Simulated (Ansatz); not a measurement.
# The gap of Ga2S3 (Imm2): a ladder of methods and an error budget

Wanted: the gap of Ga2S3 (Imm2) by functionals, hybrids and G0W0, carried to the basis limit, with what remains uncertain.

Method: density functionals, hybrids, G0W0, plane waves, PAW, in Ansatz 0.2.0.

Report form: the programs' logs are mostly left out.

In doubt: masses and optical values from hybrid runs of this build are listed as unsure (step 11), which bears on the screening that GW takes from such a start.

## 1. The starting structure

It takes space group Imm2 (No. 44, orthorhombic). The conventional cell has a = 3.673 Å, b = 11.141 Å, c = 5.346 Å, α = 90.00°, β = 90.00°, γ = 90.00°. Nearest to Ga lie 4 S at 2.20 to 2.32 Å. Nearest to S lie 3 Ga at 2.32 Å. Nearest to S lie 2 Ga at 2.20 Å. Farther neighbours and most contacts between anions are not listed.

The cell and positions are those that the Materials Project relaxed with its own functionals (PBE, PBE+U or r2SCAN), kept fixed.

## 2. LDA bands

Levels along a band path, at the cheap level, show where the edges lie and whether the meshes to come will hold them.

This step: DFT, LDA, plane waves, PAW; PAW set soft_1.

input.yaml reads:

```yaml
crystal:
  lattice:
    - [-1.83633776, 5.57061928, 2.67305246]
    - [1.83633776, -5.57061928, 2.67305246]
    - [1.83633776, 5.57061928, -2.67305246]
  atoms:
    - { symbol: Ga, position: [0.16642079, 0.00736566, 0.15905513] }
    - { symbol: Ga, position: [0.84831053, 0.00736566, 0.84094487] }
    - { symbol: S, position: [0.90747666, 0.24172383, 0.66575283] }
    - { symbol: S, position: [0.575971, 0.24172383, 0.33424717] }
    - { symbol: S, position: [0.25182003, 0.25182003, 0.0] }
kpoints:
  mp_grid: { grid: [8, 8, 8] }
  band_path:
    path:
      - [[0.0, 0.0, 0.0], [0.5, -0.5, 0.5], [0.27716678, -0.27716678, 0.72283322]]
      - [[-0.27716678, 0.27716678, 0.27716678], [0.0, 0.0, 0.0], [0.30756361, 0.30756361, -0.30756361]]
      - [[0.69243639, -0.30756361, 0.30756361], [0.5, -0.5, 0.5]]
      - [[0.0, 0.0, 0.0], [0.0, 0.5, 0.0], [0.25, 0.25, 0.25], [0.5, 0.0, 0.0], [0.0, 0.0, 0.0], [0.0, 0.0, 0.5], [0.25, 0.25, 0.25]]
    npoints: 10
hamiltonian:
  xc: lda
  pseudopotentials: { kind: paw, azcp: { folder: soft_1 }, xc_functional: pbe }
scf:
  occupations: { method: fermi_dirac, width: 0.02 }
  n_extra_bands: 5
output:
  eigenvalues: true
  write_density: true
  write_potential: true
  elf: true
  volumetric_format: npy
```

Started as:

```
ansatz run input.yaml --threads 2 --pin off --max-ram 73728MiB --backend cuda --events-out ev --progress --plain --runs-dir out --devices 1 --max-vram 13GiB
```

Run time: 12 s. Hardware: 1 × NVIDIA H100 80GB HBM3 (shared by 6 runs) with 2 threads of AMD EPYC 7R13 (Zen 3), shared host; peak memory 0.97 GiB.

This step gave:

```yaml
filled_bands: 22
gap: 1.250 eV
valence_top_at: X
conduction_bottom_at: Γ
least_direct_gap: 1.382 eV
```

The gap is indirect, with the least direct gap 0.13 eV higher.

Electronic bands along the path, in eV, zero at the top of the highest nominally filled band:

```tsv
point	band 19	band 20	band 21	band 22	band 23	band 24	band 25	band 26
Γ	-2.22	-1.09	-1.01	-0.13	1.25	2.43	3.97	5.01
halfway	-2.08	-2.08	-1.37	-0.07	1.81	2.26	3.42	4.86
X	-2.24	-2.03	-1.96	0.00	2.00	2.24	2.30	4.74
halfway	-2.92	-2.21	-1.99	-0.89	2.49	2.50	3.34	3.95
F0	-2.89	-2.42	-1.87	-1.80	2.27	2.65	2.68	3.02
jump to Σ0	-2.89	-2.42	-1.87	-1.80	2.27	2.65	2.68	3.02
halfway	-3.07	-2.02	-1.51	-1.24	2.68	3.75	4.01	4.05
Γ	-2.22	-1.09	-1.01	-0.13	1.25	2.43	3.97	5.01
halfway	-2.42	-2.27	-1.58	-0.27	2.30	2.39	3.67	4.82
Λ0	-2.36	-1.80	-1.44	-0.18	1.66	2.07	2.93	5.07
jump to G0	-2.36	-1.80	-1.44	-0.18	1.66	2.07	2.93	5.07
halfway	-2.07	-1.85	-1.70	-0.05	1.86	2.07	2.37	4.79
X	-2.24	-2.03	-1.96	0.00	2.00	2.24	2.30	4.74
jump to Γ	-2.22	-1.09	-1.01	-0.13	1.25	2.43	3.97	5.01
halfway	-3.03	-1.89	-1.41	-0.90	2.30	3.05	4.06	5.05
R	-3.33	-2.04	-1.60	-1.30	2.05	3.04	4.35	4.86
halfway	-3.06	-2.06	-1.75	-1.31	2.22	3.04	4.39	4.77
W	-2.64	-2.39	-1.78	-1.34	2.40	3.02	4.42	4.72
halfway	-2.51	-2.16	-1.72	-0.96	2.81	3.09	4.51	4.74
S	-2.57	-2.07	-1.61	-0.25	1.77	2.50	3.72	4.54
halfway	-2.31	-2.27	-1.35	-0.22	2.09	2.39	3.84	4.65
Γ	-2.22	-1.09	-1.01	-0.13	1.25	2.43	3.97	5.01
halfway	-2.97	-1.88	-1.59	-1.18	2.68	3.65	3.98	4.20
T	-2.57	-2.56	-2.12	-1.88	2.22	2.33	3.18	3.87
halfway	-2.66	-2.44	-1.94	-1.66	2.61	2.71	3.18	4.14
W	-2.64	-2.39	-1.78	-1.34	2.40	3.02	4.42	4.72
```

ELF in the bc plane of the conventional cell at fractional x = 0.000, with atoms of Ga and S within 0.2 Å of it. It is the smooth field of the valence electrons, not physical close to the nuclei.

Ten even steps from '0' (0.01) to '9' (0.91), each cell a mean:
```
3321001222321000000232221001223
1122112210000000000000112212211
0011222100000000000000011221100
0000111000000000000000001111000
0000000000000000000000000000000
1000000000100000000001000000001
6410000023321000000233210000135
9862001357764200013577641001479
9974102588777510036778874102689
3685213785358740268634785213774
0486324784038950279611786324772
4785223697579950279965884223785
7763101479999730159999852102477
6531000246786300015787531000256
```
Columns run along b (11.1 Å), rows up along c (5.3 Å), edges of the conventional cell, whose origin can differ from the input's. Atoms in or near the plane, at fractional coordinates: Ga at (0.16, 0.01), Ga at (0.84, 0.01), S at (0.67, 0.24), S at (0.33, 0.24), S at (0.00, 0.25).

Electrostatic potential energy in the bc plane of the conventional cell at fractional x = 0.000, with atoms of Ga and S within 0.2 Å of it. With pseudopotentials it is smooth inside the atoms' cores, unlike the true potential.

Ten even steps from '0' (-36 eV) to '9' (18 eV), each cell a mean:
```
8767998578888888888888766998678
8875665678888888888888875676678
8877667788888888888888877667788
8888778888888888888888888778888
8888888888888888888888888888888
8888888888888888888888888888888
8888888888888888888888888888888
7788888887777888888777788888877
2478888864236788887523578888753
0057888740003788875100268887620
1047777730102788875010067777610
0156666640004788886100266566630
4666997565457888887644666897565
7768999577778888888877767999667
```
Columns run along b (11.1 Å; values clipped at the 3rd and 97th percentile), rows up along c (5.3 Å), edges of the conventional cell, whose origin can differ from the input's. Atoms in or near the plane, at fractional coordinates: Ga at (0.16, 0.01), Ga at (0.84, 0.01), S at (0.67, 0.24), S at (0.33, 0.24), S at (0.00, 0.25).

## 3. LDA+SOC

Spin-orbit coupling can split or shift the edges; a non-collinear run measures by how much.

This step: DFT, LDA with spin-orbit coupling, plane waves, PAW; PAW set soft_1.

input.yaml reads:

```yaml
crystal:
  lattice:
    - [-1.83633776, 5.57061928, 2.67305246]
    - [1.83633776, -5.57061928, 2.67305246]
    - [1.83633776, 5.57061928, -2.67305246]
  atoms:
    - { symbol: Ga, position: [0.16642079, 0.00736566, 0.15905513] }
    - { symbol: Ga, position: [0.84831053, 0.00736566, 0.84094487] }
    - { symbol: S, position: [0.90747666, 0.24172383, 0.66575283] }
    - { symbol: S, position: [0.575971, 0.24172383, 0.33424717] }
    - { symbol: S, position: [0.25182003, 0.25182003, 0.0] }
kpoints:
  mp_grid: { grid: [8, 8, 8] }
  band_path:
    path:
      - [0.0, 0.0, 0.0]
      - [0.5, -0.5, 0.5]
      - [0.27716678, -0.27716678, 0.72283322]
      - [-0.27716678, 0.27716678, 0.27716678]
      - [0.30756361, 0.30756361, -0.30756361]
      - [0.69243639, -0.30756361, 0.30756361]
      - [0.0, 0.5, 0.0]
      - [0.25, 0.25, 0.25]
    npoints: 1
hamiltonian:
  xc: lda
  pseudopotentials: { kind: paw_fr, azcp: { folder: soft_1 }, xc_functional: pbe }
scf:
  occupations: { method: fermi_dirac, width: 0.02 }
  n_extra_bands: 10
magnetization:
  noncollinear: true
  spin_orbit: true
output:
  eigenvalues: true
```

It took 24 s on 1 × NVIDIA H100 80GB HBM3 (shared by 6 runs) with 2 threads; peak memory 1 GiB.

Numbers from this step:

| Quantity | Value |
| --- | --- |
| gap | 1.251 eV |
| valence top at | X |
| conduction bottom at | Γ |
| least direct gap | 1.381 eV |

The gap is that of LDA.

## 4. r2SCAN

The meta-GGA depends on the orbitals through the kinetic-energy density, which usually opens the gap somewhat.

This step: DFT, r2SCAN, plane waves, PAW; PAW set soft_1.

Edit input.yaml of step 3 so:

```diff
@@ -25,10 +25,7 @@
 hamiltonian:
-  xc: lda
-  pseudopotentials: { kind: paw_fr, azcp: { folder: soft_1 }, xc_functional: pbe }
+  xc: r2scan
+  pseudopotentials: { kind: paw, azcp: { folder: soft_1 } }
 scf:
-  occupations: { method: fermi_dirac, width: 0.02 }
-  n_extra_bands: 10
-magnetization:
-  noncollinear: true
-  spin_orbit: true
+  occupations: { method: fixed }
+  n_extra_bands: 5
 output:
```

The job ended after 16 s (1 × NVIDIA H100 80GB HBM3 (shared by 6 runs) with 2 threads; peak memory 1.1 GiB).

Numbers from this step:

- gap: 1.964 eV
- valence top at: X
- conduction bottom at: Γ
- least direct gap: 2.095 eV

The gap stands +0.71 eV against LDA.

## 5. HSE06

HSE06 mixes in a quarter of exact exchange at short range. Exchange couples all pairs of k points, which makes a full band path dear, so levels are read on the mesh and at chosen points.

This step: DFT, HSE06, plane waves, PAW; PAW set soft_1.

Edit input.yaml of step 4 so:

```diff
@@ -12,3 +12,3 @@
 kpoints:
-  mp_grid: { grid: [8, 8, 8] }
+  mp_grid: { grid: [6, 6, 6] }
   band_path:
@@ -25,3 +25,3 @@
 hamiltonian:
-  xc: r2scan
+  xc: hse06
   pseudopotentials: { kind: paw, azcp: { folder: soft_1 } }
```

It took 64 s on 1 × NVIDIA H100 80GB HBM3 (shared by 6 runs) with 2 threads; peak memory 2.5 GiB; 83 s of CPU time.

Numbers from this step:

```
gap                  : 2.595 eV
valence top at       : X
conduction bottom at : Γ
least direct gap     : 2.722 eV
```

The gap stands +1.35 eV against LDA.

## 6. Dielectric tensor

The response to a uniform field gives ε∞, a yardstick for the screening that GW builds on its mesh.

This step: dielectric response by perturbation theory, LDA, plane waves, PAW; PAW set soft_1.

input.yaml reads:

```yaml
crystal:
  lattice:
    - [-1.83633776, 5.57061928, 2.67305246]
    - [1.83633776, -5.57061928, 2.67305246]
    - [1.83633776, 5.57061928, -2.67305246]
  atoms:
    - { symbol: Ga, position: [0.16642079, 0.00736566, 0.15905513] }
    - { symbol: Ga, position: [0.84831053, 0.00736566, 0.84094487] }
    - { symbol: S, position: [0.90747666, 0.24172383, 0.66575283] }
    - { symbol: S, position: [0.575971, 0.24172383, 0.33424717] }
    - { symbol: S, position: [0.25182003, 0.25182003, 0.0] }
kpoints:
  mp_grid: { grid: [8, 8, 8] }
hamiltonian:
  xc: lda
  pseudopotentials: { kind: paw, azcp: { folder: soft_1 }, xc_functional: pbe }
scf:
  occupations: { method: fixed }
dielectric: {}
```

Run time: 4.7 min. Hardware: 1 × NVIDIA H100 80GB HBM3 (shared by 6 runs) with 2 threads; peak memory 12 GiB.

This step gave:

* stated error of ε∞: 0.021

One over ε∞ averages 0.16, under the quarter of exact exchange in PBE0, which by this rule of thumb may open the gap too far.

High-frequency dielectric tensor:

```
6.34 0.00 0.00
0.00 6.35 0.00
0.00 0.00 6.06
```

## 7. G0W0, 6×6×6 mesh, 142 empty bands, screening to 69 eV, PAW set soft_1 files

G0W0 replaces the xc potential by the self-energy, built once from these orbitals. Only a window of levels is corrected, while the sums run over the empty bands that the input names. This step takes PAW set soft_1 files.

This step: G0W0 on LDA, plane waves, PAW; PAW set soft_1.

Edit input.yaml of step 6 so:

```diff
@@ -12,3 +12,3 @@
 kpoints:
-  mp_grid: { grid: [8, 8, 8] }
+  mp_grid: { grid: [6, 6, 6] }
 hamiltonian:
@@ -18,2 +18,7 @@
   occupations: { method: fixed }
-dielectric: {}
+gw:
+  n_empty_bands: 142
+  ecut_chi: 69
+  qp_bands: [v2, c2]
+  qp_kpoints: band_edges
+  screening: { model: contour_deformation }
```

Elapsed: 94 s, on 1 × NVIDIA H100 80GB HBM3 (shared by 6 runs) with 2 threads; peak memory 1.5 GiB; 2.6 min of CPU time.

Numbers from this step:

* bands summed: 164
* RPA ε∞ on this mesh (eigenvalues): 5.792, 6.076, 6.390
* plane waves in the screening matrix: 151
* G0W0 gap on the mesh: 2.632 eV
* k of the valence top: -0.5, -0.5, -0.5
* k of the conduction bottom: 0, 0, 0
* starting gap on the mesh: 1.250 eV
* least direct G0W0 gap on the computed points: 2.760 eV

The gap on the mesh goes from 1.25 eV to 2.63 eV, a correction of +1.38 eV. Between the two edge states, bare exchange in place of the xc potential would open the gap by 7.38 eV, and correlation takes back 6.00 eV.

## 8. G0W0, 6×6×6 mesh, 402 empty bands, screening to 138 eV, PAW set soft_1 files

Another rung: the empty bands reach about as high as the screening cutoff, so the two stay in balance.

Edit input.yaml of step 7 so:

```diff
@@ -19,4 +19,4 @@
 gw:
-  n_empty_bands: 142
-  ecut_chi: 69
+  n_empty_bands: 402
+  ecut_chi: 138
   qp_bands: [v2, c2]
```

Run time: 3.3 min. Hardware: 1 × NVIDIA H100 80GB HBM3 (shared by 6 runs) with 2 threads; peak memory 3 GiB; 5.6 min of CPU time.

This step gave:

| Property | Result |
| --- | --- |
| bands summed | 424 |
| RPA ε∞ on this mesh (eigenvalues) | 5.778, 6.063, 6.363 |
| plane waves in the screening matrix | 409 |
| G0W0 gap on the mesh | 2.650 eV |
| k of the valence top | -0.5, -0.5, -0.5 |
| k of the conduction bottom | 0, 0, 0 |
| starting gap on the mesh | 1.250 eV |
| least direct G0W0 gap on the computed points | 2.770 eV |

Against the run with 6×6×6 mesh, 142 empty bands, screening to 69 eV, PAW set soft_1 files, the gap moves by +0.018 eV.

## 9. G0W0, 6×6×6 mesh, 866 empty bands, screening to 230 eV, PAW set soft_1 files

Edit input.yaml of step 8 so:

```diff
@@ -19,4 +19,4 @@
 gw:
-  n_empty_bands: 402
-  ecut_chi: 138
+  n_empty_bands: 866
+  ecut_chi: 230.0
   qp_bands: [v2, c2]
```

The job ended after 12 min (1 × NVIDIA H100 80GB HBM3 (shared by 6 runs) with 2 threads; peak memory 7.6 GiB; 21 min of CPU time).

Numbers from this step:

| Quantity | Value |
| --- | --- |
| bands summed | 888 |
| RPA ε∞ on this mesh (eigenvalues) | 5.777, 6.063, 6.362 |
| plane waves in the screening matrix | 855 |
| q-points in the mesh | 216 |
| G0W0 gap on the mesh | 2.640 eV |
| k of the valence top | -0.5, -0.5, -0.5 |
| k of the conduction bottom | 0, 0, 0 |
| starting gap on the mesh | 1.250 eV |
| Z at the valence top | 0.7430 |
| Z at the conduction bottom | 0.7860 |
| least direct G0W0 gap on the computed points | 2.757 eV |

Against the run with 6×6×6 mesh, 402 empty bands, screening to 138 eV, PAW set soft_1 files, the gap moves by −0.010 eV.

Limits: finite bands, cutoff and mesh; no spin-orbit coupling. v1 is the top filled band, c1 the lowest empty one. Levels before and after the correction, in eV, zero at the valence-band top of each column:

```tsv
	conduction bottom	valence top
Kohn-Sham	1.25	0.00
G0W0	2.64	0.00
```

```tsv
	level	occupation	energy (eV)
Kohn-Sham	Γ v2	2	-1.012
Kohn-Sham	Γ v1	2	-0.131
Kohn-Sham	Γ c1	0	1.250
Kohn-Sham	Γ c2	0	2.430
Kohn-Sham	(-0.5 -0.5 -0.5) v2	2	-1.960
Kohn-Sham	(-0.5 -0.5 -0.5) v1	2	0.000
Kohn-Sham	(-0.5 -0.5 -0.5) c1	0	2.000
Kohn-Sham	(-0.5 -0.5 -0.5) c2	0	2.240
G0W0	Γ v2	2	-0.938
G0W0	Γ v1	2	-0.117
G0W0	Γ c1	0	2.640
G0W0	Γ c2	0	3.869
G0W0	(-0.5 -0.5 -0.5) v2	2	-1.860
G0W0	(-0.5 -0.5 -0.5) v1	2	0.000
G0W0	(-0.5 -0.5 -0.5) c1	0	3.358
G0W0	(-0.5 -0.5 -0.5) c2	0	3.721
```

How the two edges are built up, in eV (the quasiparticle level is the starting level plus Σx plus Σc less Vxc):

```tsv
run	edge	start	Σx	Σc	Vxc	Z	QP
164 bands	valence top	5.51	-18.77	2.51	-15.85	0.75	5.10
164 bands	conduction bottom	6.76	-10.34	-3.49	-14.81	0.79	7.73
424 bands	valence top	5.51	-18.77	2.18	-15.85	0.74	4.77
424 bands	conduction bottom	6.76	-10.34	-3.80	-14.81	0.79	7.42
888 bands	valence top	5.51	-18.77	2.03	-15.85	0.74	4.62
888 bands	conduction bottom	6.76	-10.34	-3.96	-14.81	0.79	7.26
```

## 10. G0W0@LDA, 4×4×4 mesh, 402 empty bands, screening to 138 eV, PAW set soft_1 files

A second mesh at equal bands and cutoff isolates the sampling error. Bands and cutoff differ from the step before, so it is read against an earlier run that matches them.

Edit input.yaml of step 9 so:

```diff
@@ -12,3 +12,3 @@
 kpoints:
-  mp_grid: { grid: [6, 6, 6] }
+  mp_grid: { grid: [4, 4, 4] }
 hamiltonian:
@@ -19,4 +19,4 @@
 gw:
-  n_empty_bands: 866
-  ecut_chi: 230.0
+  n_empty_bands: 402
+  ecut_chi: 138
   qp_bands: [v2, c2]
```

Elapsed: 35 s, on 1 × NVIDIA H100 80GB HBM3 (shared by 6 runs) with 2 threads; peak memory 1.8 GiB.

This step gave:

- bands summed: 424
- RPA ε∞ on this mesh (eigenvalues): 5.931, 6.170, 7.271
- plane waves in the screening matrix: 409
- G0W0 gap on the mesh: 2.640 eV
- k of the valence top: -0.5, -0.5, -0.5
- k of the conduction bottom: 0, 0, 0
- starting gap on the mesh: 1.249 eV
- least direct G0W0 gap on the computed points: 2.762 eV

Against the run with 6×6×6 mesh, 402 empty bands, screening to 138 eV, PAW set soft_1 files, the gap moves by −0.009 eV.

## 11. G0W0@HSE06, 6×6×6 mesh, 402 empty bands, screening to 138 eV, PAW set soft_1 files

The same correction from a different start measures what one shot leaves open.

This step: G0W0 on HSE06, plane waves, PAW; PAW set soft_1.

Edit input.yaml of step 10 so:

```diff
@@ -12,6 +12,6 @@
 kpoints:
-  mp_grid: { grid: [4, 4, 4] }
+  mp_grid: { grid: [6, 6, 6] }
 hamiltonian:
-  xc: lda
-  pseudopotentials: { kind: paw, azcp: { folder: soft_1 }, xc_functional: pbe }
+  xc: hse06
+  pseudopotentials: { kind: paw, azcp: { folder: soft_1 } }
 scf:
```

The job ended after 9.4 min (1 × NVIDIA H100 80GB HBM3 (shared by 6 runs) with 2 threads; peak memory 3.9 GiB; 14 min of CPU time).

This step gave:

```yaml
bands_summed: 424
rpa_eps_infinity_on_this_mesh_eigenvalues: 4.384, 4.564, 4.604
plane_waves_in_the_screening_matrix: 409
g0w0_gap_on_the_mesh: 3.266 eV
k_of_the_valence_top: -0.5, -0.5, -0.5
k_of_the_conduction_bottom: 0, 0, 0
starting_gap_on_the_mesh: 2.595 eV
least_direct_g0w0_gap_on_the_computed_points: 3.392 eV
```

Against the run with 6×6×6 mesh, 402 empty bands, screening to 138 eV, PAW set soft_1 files on LDA, the gap moves by +0.62 eV, while the start moved by +1.35 eV.

## 12. The ladder

Times are wall times on 1 × NVIDIA H100 80GB HBM3 (shared by 6 runs) with 2 threads of AMD EPYC 7R13 (Zen 3), shared host, good to a factor of about two. G0W0 rows are gaps on the mesh, lowered by the amount that the mesh misses the start's edges, a rough step that assumes the same correction there.

```tsv
level	gap (eV)	least direct gap (eV)	time
LDA	1.25	1.38	12 s
LDA+SOC	1.25	1.38	24 s
r2SCAN	1.96	2.09	16 s
HSE06	2.60	2.72	64 s
G0W0@LDA (142 empty bands)	2.63	-	94 s
G0W0@LDA (402 empty bands)	2.65	-	3.3 min
G0W0@LDA (866 empty bands)	2.64	-	12 min
G0W0@LDA (402 empty bands, 4×4×4)	2.64	-	35 s
G0W0@HSE06 (402 empty bands)	3.27	-	9.4 min
```

## 13. Adding up the best estimate

```tsv
term	eV	running total (eV)
G0W0 on the mesh, top rung	2.640	2.640
to the limit (rungs level)	+0.000	2.640
spin-orbit change, from LDA	+0.0003	2.640
```

Changes that are not added in, each against a run with equal bands and cutoff:

```tsv
change	eV
the coarser 4×4×4 mesh (change of the correction alone)	−0.01
start HSE06	+0.62
```

## 14. Outcome

| Item | Value |
| --- | --- |
| LDA gap | 1.25 eV, indirect |
| HSE06 | 2.60 eV |
| G0W0, top rung on the mesh | 2.64 eV |
| best estimate, G0W0@LDA with spin-orbit change | 2.64 eV |
| GW settings of the top rung | 6×6×6 mesh, 866 empty bands, screening to 230 eV, PAW set soft_1 files |
| known limits | one-shot GW, static lattice |

In words: The best estimate for G0W0@LDA is 2.64 eV, indirect by LDA+SOC, against 1.25 eV at the start (both with spin-orbit coupling). The rungs lie within 0.02 eV of each other (2.632, 2.650 and 2.640 eV), no line can be drawn, and the top one is taken as the limit, which leaves about that much open. Of the changes left open the largest, +0.62 eV, comes from starting at HSE06. Among the functionals HSE06 comes nearest: −0.04 eV from the estimate. The RPA ε∞ on the GW mesh averages 6.1 against 6.2 from perturbation theory, which takes a denser mesh of its own and holds the xc response as well. All runs took 34 min, 80 % of it in G0W0.

[Paths, hosts, dates, memory and timing lines, banners, echoed tables and standing remarks are left out of the program output.]

[Logs are printed without paths, hosts, clocks, repeated set-up lines and the standing remarks that a program may print on its own settings, such as how far it seeks lower states.]

[Runs of the session that timed out or met a known fault of the program may be left out.]

[Cells called generated may have been cut or substituted from an entry of the Crystallography Open Database or the Materials Project.]

[Hosts, paths, dates, database ids (printed as entryN), source tags and the programs' standing remarks are cut or masked in the printed files.]
